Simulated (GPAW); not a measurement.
A computed Ag L₃-edge spectrum of one site in a crystal of Ag. Method: GPAW, PBE, excited-electron core hole (neutral cell) in a small cell, dipole transitions, broadening that rises with energy.

Energy from the lowest empty level; intensity scaled to a mean of 1 over the first 20 eV:

```csv
E (eV),intensity
-2.0,0.01
-1.0,0.09
0.0,0.26
1.0,0.43
2.0,0.55
3.0,0.70
4.0,0.81
5.0,0.83
6.0,0.93
7.0,1.08
8.0,1.18
9.0,1.18
10.0,1.19
11.0,1.19
12.0,1.13
13.0,1.08
14.0,1.05
15.0,1.08
16.0,1.25
17.0,1.37
18.0,1.26
19.0,1.03
20.0,0.89
21.0,1.00
22.0,1.30
23.0,1.59
24.0,1.70
25.0,1.66
26.0,1.51
27.0,1.32
28.0,1.17
29.0,1.11
30.0,1.11
31.0,1.14
32.0,1.15
```

What surroundings does the absorber have?

At an L edge the dipole rule selects empty d and s states; the absorber's d shell is nominally full, so the onset shows only d character mixed into the empty bands. It is atom 1 of Ag (Silver, Fm-3m), with 12 Ag at 2.89 Å (cuboctahedral, site symmetry m-3m). Its main maxima below 30 eV lie at 10.4 eV (1.20), 17.0 eV (1.37) and 24.2 eV (1.70). A near-edge spectrum doesn't fix the structure by itself; it is matched against candidates. Only the L₃ part is meant: spin–orbit coupling of the core level isn't computed and the L₂ copy isn't added. The script folds with a Gaussian, whereas the core hole's own line is a Lorentzian, so the onset is too steep and the first peak too high. Lifetime broadening is put in by hand, and intensities beyond about 20 eV depend on it and on the partial waves. The structure is a published determination, not relaxed.

[Banner, clock and machine lines of the logs are left out without a mark of their own.]

[Logs are printed without paths, hosts, clocks, repeated set-up lines and the standing remarks that a program may print on its own settings, such as how far it seeks lower states.]

[Hosts, paths, dates, database ids (printed as entryN), source tags and the programs' standing remarks are cut or masked in the printed files.]

[Lists of maxima count a maximum above −3 eV only where it reaches 4 % of the highest in the window and stands out from its surroundings by 2 % of it (1.5 % where it reaches 55 %); shoulders and weaker maxima are passed over, and of the rest the first, up to two pre-edge ones and the few strongest are named.]
